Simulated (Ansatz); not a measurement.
## Dielectric response of HfO2 (110) films: cost of one run

Ansatz 0.2.0; plane-wave DFT, PBEsol, Ansatz PAW. The cell holds 12 atoms.

input.yaml reads:

```yaml
crystal:
  lattice:
    - [3.59210245, 0.0, 0.0]
    - [0.0, 5.08, 0.0]
    - [0.0, 0.0, 23.3881536726]
  atoms:
    - { symbol: Hf, position: [0.5, 0.5, 0.3976524123] }
    - { symbol: O, position: [0.0, 0.7375835365, 0.3839038649] }
    - { symbol: O, position: [0.0, 0.2624164635, 0.3839038649] }
[... 3 atom lines left out ...]
    - { symbol: Hf, position: [0.5, 0.5, 0.5500393744] }
    - { symbol: O, position: [0.0, 0.7432587658, 0.5378326388] }
    - { symbol: O, position: [0.0, 0.2567412342, 0.5378326388] }
    - { symbol: Hf, position: [0.0, 0.0, 0.6023475876] }
    - { symbol: O, position: [0.5, 0.2375835377, 0.6160961351] }
    - { symbol: O, position: [0.5, 0.7624164623, 0.6160961351] }
kpoints:
  mp_grid: { grid: [8, 6, 1] }
hamiltonian:
  xc: pbesol
scf:
  occupations: { method: fixed }
  convergence: { dr2_threshold: 1.0e-10 }
efield:
  axis: 3
  dipole_correction: true
  ramp_position: 0.97
  ramp_width: 0.06
  amplitude: 0.05
relax:
  f_tol: 0.0006
  max_steps: 70
output:
  write_potential: true
  write_density: true
  volumetric_format: npy
```

Started as:

```sh
$ ansatz run input.yaml --threads 4 --pin off --max-ram 12288MiB --backend cpu --events-out ev --progress --plain --runs-dir out
```

The cutoff in use is 420 eV. For reference, a run of the same kind (18 atoms, 20 k-points, 137 bands and 9,595 plane waves; 83 SCF cycles) took 9.4 min and 2.1 GiB on the same hardware.

Q: Estimate wall time and peak memory on 4 threads of Arm Neoverse V1, shared host.

A cutoff of 420 eV is a sphere of radius 10.5 Å⁻¹, so a cell of 427 Å³ holds about V·G³/6π² = 8,341 plane waves. At two electrons a band, the 152 electrons need 76 bands, and 16 more are carried. Symmetry cuts the 8×6×1 mesh from 48 to 20 points. The run has 20 k-points, 92 bands and 8,287 plane waves. Taking the work of a cycle as k-points × spins × bands × plane waves, that is 0.58 times the reference, or 5.4 min at the reference's 83 cycles. The run needed 40 SCF cycles over 5 ionic steps, which makes it about 2.6 min. One copy of the wavefunctions takes 0.23 GiB at 16 bytes a coefficient, against 0.39 GiB in the reference; grids, projectors and work arrays come on top. Measured: about 1.7 min, with a peak of 1.3 GiB. The run was quicker than this simple count says.

[Logs are printed without paths, hosts, clocks, repeated set-up lines and the standing remarks that a program may print on its own settings, such as how far it seeks lower states.]

[Hosts, paths, dates, database ids (printed as entryN), source tags and the programs' standing remarks are cut or masked in the printed files.]

[Maps of the electrostatic potential energy from Ansatz leave out the sawtooth potential of an applied field or a dipole correction, so their vacuum need not be flat; planar profiles and work functions include it.]
